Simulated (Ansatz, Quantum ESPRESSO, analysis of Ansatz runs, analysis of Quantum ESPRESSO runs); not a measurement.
# N3VH centre in diamond: local vibrational mode, LDA (Quantum ESPRESSO), part 2 of 2

Aim: the local vibrational mode of the N3VH centre in diamond, to be set beside the measurement. Set-up: LDA, GBRV 1.5 LDA, 64-site cell, LDA lattice, k: the zone centre alone, start relaxed with Ansatz. The model is a cell of 64 host atoms with 1 site emptied, N put on another atom's site, N put on another atom's site, N put on another atom's site and H put in between. The frequencies come from force constants among the defect atom and its neighbours, with the masses of the isotopes named. A local or semilocal functional is the cheapest first rung.

Quantum ESPRESSO 7.5; LDA, GBRV 1.5 LDA, 64-site cell, LDA lattice, k: the zone centre alone, start relaxed with Ansatz.

So far. Step 2 (Relaxation, charge 0): Neighbours of the added atoms: H64: C48 1.09, N41 1.92, N4 1.92 Å.

### 3. Atom N4 moved by 0.015 A along x

Force constants come from the forces after small displacements; symmetry gives the rest. One such run is shown.

This step: Quantum ESPRESSO plane-wave DFT, LDA, GBRV 1.5 LDA potentials; single point of a defect supercell.

pw.in

```
&CONTROL
  calculation = 'scf'
  prefix = 'pwscf'
  outdir = './tmp'
  pseudo_dir = './pseudo'
  tprnfor = .true.
  disk_io = 'low'
/
&SYSTEM
  ibrav = 0
  nat = 64
  ntyp = 3
  ecutwfc = 45
  ecutrho = 360
  nbnd = 132
  occupations = 'smearing'
  smearing = 'fd'
  degauss = 0.00073499
  nosym = .true.
/
&ELECTRONS
  conv_thr = 1d-10
  electron_maxstep = 100
  mixing_beta = 0.5
/
ATOMIC_SPECIES
C     12.0110 c_lda_v1.2.uspp.F.UPF
N     14.0070 n_lda_v1.2.uspp.F.UPF
H      1.0080 h_lda_v1.4.uspp.F.UPF
CELL_PARAMETERS angstrom
   7.0641498481    0.0000000000    0.0000000000
   0.0000000000    7.0641498481    0.0000000000
   0.0000000000    0.0000000000    7.0641498481
ATOMIC_POSITIONS crystal
C     -0.0013556516   -0.0017925594    0.2502866630
C     -0.0013310310    0.2496107462   -0.0014360911
[... 1 atom line left out ...]
N      0.2402647193    0.2377046510    0.2378073090
C      0.1262428611    0.1258062910    0.3695010180
C      0.1257478805    0.3693966250    0.1255671092
[... 6 atom lines left out ...]
C      0.1262435893    0.3800661618    0.6237610426
C      0.3805031782    0.1258063347    0.6237608278
[... 5 atom lines left out ...]
C      0.1257484378    0.6240004516    0.3801709287
[... 5 atom lines left out ...]
N      0.2381421336    0.5117602175    0.5118627472
[... 3 atom lines left out ...]
C      0.3698338091    0.6240008473    0.6242563908
[... 10 atom lines left out ...]
N      0.5121976641    0.2377045035    0.5118628545
[... 3 atom lines left out ...]
C      0.6244375939    0.3693969184    0.6242565991
[... 2 atom lines left out ...]
C      0.5074864678    0.5070486751    0.2425182789
[... 15 atom lines left out ...]
H      0.4187848766    0.4183430813    0.3312222538
K_POINTS gamma
```

Command:

```
OMP_NUM_THREADS=1 pw.x -in pw.in > pw.out
```

The program printed:

```text
[banner, memory and clock lines left out]
          URL

     gamma-point specific algorithms are used

     G-vector sticks info

     bravais-lattice index     =            0
     lattice parameter (alat)  =      13.3493  a.u.
     unit-cell volume          =    2378.9007 (a.u.)^3
     number of atoms/cell      =           64
     number of atomic types    =            3
     number of electrons       =       256.00
     number of Kohn-Sham states=          132
     kinetic-energy cutoff     =      45.0000  Ry
     charge density cutoff     =     360.0000  Ry
     scf convergence threshold =      1.0E-10
     mixing beta               =       0.5000
     number of iterations used =            8  plain     mixing
     Exchange-correlation=  SLA  PZ   NOGX NOGC
                           (   1   1   0   0   0   0   0)

     celldm(1)=  13.349309  celldm(2)=   0.000000  celldm(3)=   0.000000
     celldm(4)=   0.000000  celldm(5)=   0.000000  celldm(6)=   0.000000

     crystal axes: (cart. coord. in units of alat)
               a(1) = (   1.000000   0.000000   0.000000 )
               a(2) = (   0.000000   1.000000   0.000000 )
               a(3) = (   0.000000   0.000000   1.000000 )

     reciprocal axes: (cart. coord. in units 2 pi/alat)
               b(1) = (  1.000000  0.000000  0.000000 )
               b(2) = (  0.000000  1.000000  0.000000 )
               b(3) = (  0.000000  0.000000  1.000000 )

     PseudoPot. # 1 for C  read from file:
     c_lda_v1.2.uspp.F.UPF
     Pseudo is Ultrasoft + core correction, Zval =  4.0
     Generated by new atomic code, or converted to UPF format
     Using radial grid of  721 points,  4 beta functions with:
                l(1) =   0
                l(2) =   0
                l(3) =   1
                l(4) =   1
     Q(r) pseudized with  8 coefficients,  rinner =    1.100   1.100   1.100

     PseudoPot. # 2 for N  read from file:
     n_lda_v1.2.uspp.F.UPF
     Pseudo is Ultrasoft + core correction, Zval =  5.0
     Generated by new atomic code, or converted to UPF format
     Using radial grid of  729 points,  4 beta functions with:
                l(1) =   0
                l(2) =   0
                l(3) =   1
                l(4) =   1
     Q(r) pseudized with  8 coefficients,  rinner =    0.900   0.900   0.900

     PseudoPot. # 3 for H  read from file:
     h_lda_v1.4.uspp.F.UPF
     Pseudo is Ultrasoft, Zval =  1.0
     Generated by new atomic code, or converted to UPF format
     Using radial grid of  615 points,  2 beta functions with:
                l(1) =   0
                l(2) =   0
     Q(r) pseudized with  8 coefficients,  rinner =    0.700

     atomic species   valence    mass     pseudopotential
     C                 4.00    12.01100     C ( 1.00)
     N                 5.00    14.00700     N ( 1.00)
     H                 1.00     1.00800     H ( 1.00)

     No symmetry found

   Cartesian axes

     site n.     atom                  positions (alat units)
         1        C      tau(   1) = (  -0.0013557  -0.0017926   0.2502867  )
         2        C      tau(   2) = (  -0.0013310   0.2496107  -0.0014361  )
         3        C      tau(   3) = (   0.2500475  -0.0017678  -0.0014364  )
         4        N      tau(   4) = (   0.2402647   0.2377047   0.2378073  )
         5        C      tau(   5) = (   0.1262429   0.1258063   0.3695010  )
         6        C      tau(   6) = (   0.1257479   0.3693966   0.1255671  )
         7        C      tau(   7) = (   0.3698333   0.1253114   0.1255667  )
         8        C      tau(   8) = (   0.0005598   0.0001235   0.7494437  )
         9        C      tau(   9) = (   0.0031346   0.2521466   0.4974211  )
        10        C      tau(  10) = (   0.2525831   0.0026979   0.4974209  )
        11        C      tau(  11) = (   0.2525833   0.2521463   0.7468694  )
[...]
26        N      tau(  26) = (   0.2381421   0.5117602   0.5118627  )
[...]
41        N      tau(  41) = (   0.5121977   0.2377045   0.5118629  )
[...]
59        C      tau(  59) = (   0.7494085   0.7489716   0.7499667  )
        60        C      tau(  60) = (   0.6243685   0.6239315   0.8736974  )
        61        C      tau(  61) = (   0.6243849   0.8732960   0.6254178  )
        62        C      tau(  62) = (   0.8737331   0.6239478   0.6254183  )
        63        C      tau(  63) = (   0.8748745   0.8744378   0.8751292  )
        64        H      tau(  64) = (   0.4187849   0.4183431   0.3312223  )

     number of k points=     1  Fermi-Dirac smearing, width (Ry)=  0.0007
                       cart. coord. in units 2pi/alat
        k(    1) = (   0.0000000   0.0000000   0.0000000), wk =   2.0000000

     Dense  grid:   137277 G-vectors     FFT dimensions: (  81,  81,  81)

     Smooth grid:    48617 G-vectors     FFT dimensions: (  60,  60,  60)

     Initial potential from superposition of free atoms

     starting charge     255.9979, renormalised to     256.0000
     Starting wfcs are  253 randomized atomic wfcs

     Self-consistent Calculation

     iteration #  1     ecut=    45.00 Ry     beta= 0.50
     Davidson diagonalization with overlap
     ethr =  1.00E-02,  avg # of iterations =  2.0

     total energy              =    -752.75498882 Ry
     estimated scf accuracy    <       4.41581388 Ry

     iteration #  2     ecut=    45.00 Ry     beta= 0.50
     Davidson diagonalization with overlap
     ethr =  1.72E-03,  avg # of iterations =  2.0

     total energy              =    -752.68723705 Ry
     estimated scf accuracy    <       0.58937133 Ry

     iteration #  3     ecut=    45.00 Ry     beta= 0.50
     Davidson diagonalization with overlap
     ethr =  2.30E-04,  avg # of iterations =  2.0

     total energy              =    -752.74934764 Ry
     estimated scf accuracy    <       0.01259350 Ry

     iteration #  4     ecut=    45.00 Ry     beta= 0.50
     Davidson diagonalization with overlap
     ethr =  4.92E-06,  avg # of iterations = 18.0

     total energy              =    -752.75243931 Ry
     estimated scf accuracy    <       0.00235290 Ry

     iteration #  5     ecut=    45.00 Ry     beta= 0.50
     Davidson diagonalization with overlap
     ethr =  9.19E-07,  avg # of iterations =  8.0

     total energy              =    -752.75285551 Ry
     estimated scf accuracy    <       0.00033038 Ry

     iteration #  6     ecut=    45.00 Ry     beta= 0.50
     Davidson diagonalization with overlap
     ethr =  1.29E-07,  avg # of iterations =  2.0

     total energy              =    -752.75289065 Ry
     estimated scf accuracy    <       0.00003563 Ry

     iteration #  7     ecut=    45.00 Ry     beta= 0.50
     Davidson diagonalization with overlap
     ethr =  1.39E-08,  avg # of iterations =  4.0

     total energy              =    -752.75289484 Ry
     estimated scf accuracy    <       0.00000393 Ry

     iteration #  8     ecut=    45.00 Ry     beta= 0.50
     Davidson diagonalization with overlap
     ethr =  1.53E-09,  avg # of iterations =  3.0

     total energy              =    -752.75289570 Ry
     estimated scf accuracy    <       0.00000027 Ry

     iteration #  9     ecut=    45.00 Ry     beta= 0.50
     Davidson diagonalization with overlap
     ethr =  1.05E-10,  avg # of iterations =  4.0

     total energy              =    -752.75289576 Ry
     estimated scf accuracy    <       0.00000007 Ry

     iteration # 10     ecut=    45.00 Ry     beta= 0.50
     Davidson diagonalization with overlap
     ethr =  2.57E-11,  avg # of iterations =  3.0

     total energy              =    -752.75289590 Ry
     estimated scf accuracy    <          4.5E-09 Ry

     iteration # 11     ecut=    45.00 Ry     beta= 0.50
     Davidson diagonalization with overlap
     ethr =  1.76E-12,  avg # of iterations =  4.0

     total energy              =    -752.75289590 Ry
     estimated scf accuracy    <          1.6E-09 Ry

     iteration # 12     ecut=    45.00 Ry     beta= 0.50
     Davidson diagonalization with overlap
     ethr =  6.26E-13,  avg # of iterations =  2.0

     End of self-consistent calculation

          k = 0.0000 0.0000 0.0000 (  6075 PWs)   bands (ev):

    -8.6098  -6.9502  -6.9371  -6.4677  -6.0750  -6.0746  -5.8294  -4.8410
    -4.8357  -4.2269  -3.8679  -3.8663  -3.8481  -3.8248  -3.8225  -3.7326
    -3.6703  -3.6686  -3.3196  -2.6036  -2.5939  -2.5883  -2.2139  -0.3673
    -0.3400  -0.3318  -0.2345  -0.0831  -0.0772   0.3607   0.3715   0.5594
     0.7707   0.9611   0.9617   1.0907   1.2254   1.2321   1.3392   1.3569
     1.3587   1.4705   1.4709   1.4931   2.9104   3.9497   4.0628   4.0750
     4.2575   4.3060   4.3077   4.3815   4.3859   4.5203   4.6437   4.6448
     4.6843   4.6851   4.6888   4.7247   4.7291   4.7575   4.7789   4.7855
     4.7876   4.9866   5.0799   5.0817   5.1858   5.2699   5.2720   5.3279
     5.4385   5.4411   5.5401   5.5719   5.5734   6.0073   6.1211   6.1272
     6.7100   6.7513   6.7547   6.7808   7.0685   7.0696   7.1292   8.5060
     8.5631   8.5652   8.7221   8.7340   8.7475   8.8862   8.8879   8.9812
     9.0753   9.0768   9.0852   9.1249   9.1258   9.3000   9.5222   9.5243
     9.7605   9.8012   9.8127   9.8701  10.2025  10.2420  10.2442  10.2588
    10.2800  10.2812  10.3939  10.3942  10.3958  10.4232  10.4240  10.4835
    10.5049  10.5065  12.0991  12.2382  12.2411  13.4855  13.7723  13.7858
    17.5682  17.6994  17.7106  17.9119

     the Fermi energy is    14.6717 ev

!    total energy              =    -752.75289597 Ry
     estimated scf accuracy    <          9.0E-11 Ry
     smearing contrib. (-TS)   =       0.00000000 Ry
     internal energy E=F+TS    =    -752.75289597 Ry

     The total energy is F=E-TS. E is the sum of the following terms:
     one-electron contribution =     243.42341647 Ry
     hartree contribution      =      69.86853254 Ry
     xc contribution           =    -238.82485250 Ry
     ewald contribution        =    -827.21999248 Ry

     convergence has been achieved in  12 iterations

     Forces acting on atoms (cartesian axes, Ry/au):

     atom    1 type  1   force =     0.00130431    0.00166142   -0.00095714
     atom    2 type  1   force =     0.00131156   -0.00091492    0.00165998
     atom    3 type  1   force =    -0.00034076   -0.00018429   -0.00021135
     atom    4 type  2   force =    -0.02383922    0.00413946    0.00485404
     atom    5 type  1   force =     0.00650727    0.00075387   -0.00176966
     atom    6 type  1   force =     0.00654255   -0.00157783    0.00072710
     atom    7 type  1   force =     0.00568817   -0.00315458   -0.00315942
     atom    8 type  1   force =    -0.00005235   -0.00005144    0.00003523
     atom    9 type  1   force =     0.00069769    0.00057543   -0.00087372
     atom   10 type  1   force =    -0.00098480   -0.00062334    0.00050996
[...]
atom   60 type  1   force =     0.00009679    0.00014918    0.00002119
     atom   61 type  1   force =    -0.00005510    0.00008940   -0.00000231
     atom   62 type  1   force =     0.00009456   -0.00006116   -0.00006498
     atom   63 type  1   force =    -0.00001461    0.00003530    0.00002976
     atom   64 type  3   force =    -0.00014853   -0.00016604    0.00031072

     Total force =     0.027922     Total SCF correction =     0.000024
```

Wall time 29 s (1 thread of Arm Neoverse V2, shared host); peak memory 0.6 GiB.

### 4. Local vibrational modes

Analysis of the runs above: force constants by central differences of Quantum ESPRESSO plane-wave DFT, LDA, GBRV 1.5 LDA potentials forces among the atoms nearest to a defect, the others at rest.

The modes with the largest weight on the probed atoms (the light atom of a pair), for the masses of each isotope. Modes of the displaced atoms (local only where they lie over the host's phonons):

```tsv
isotopes	mode (cm⁻¹)	share of the defect atoms
H	3162	0.927
H	1314	0.802
H	1314	0.802
```

### 5. Results

```yaml
distance_from_the_defect_atom_to_its_nearest_neighbour: 1.085 Å
c_h_stretch_1h: 3162 cm⁻¹
c_h_bend_1h: 1313 cm⁻¹
```

C-H stretch, 1H: computed 3162 cm⁻¹, measured 3107 cm⁻¹; 55 cm⁻¹ (2 %) above the measurement. C-H bend, 1H: computed 1313 cm⁻¹, measured 1405 cm⁻¹; 92 cm⁻¹ (7 %) below the measurement. The computed value is harmonic, while the measured line is the anharmonic fundamental, which for X–H stretches usually lies a few per cent lower. Only the named neighbours move, so modes near the host's band are approximate. Limits: the zone centre alone is a coarse sampling for this cell; the periodic copies of the defect are only 7.1 Å apart.

[Logs are printed without paths, hosts, clocks, repeated set-up lines and the standing remarks that a program may print on its own settings, such as how far it seeks lower states.]

[Hosts, paths, dates, database ids (printed as entryN), source tags and the programs' standing remarks are cut or masked in the printed files.]

[For some hosts the program warned that the k-mesh of the response run may be too coarse for force constants and the static dielectric constant; such warnings are not shown here.]
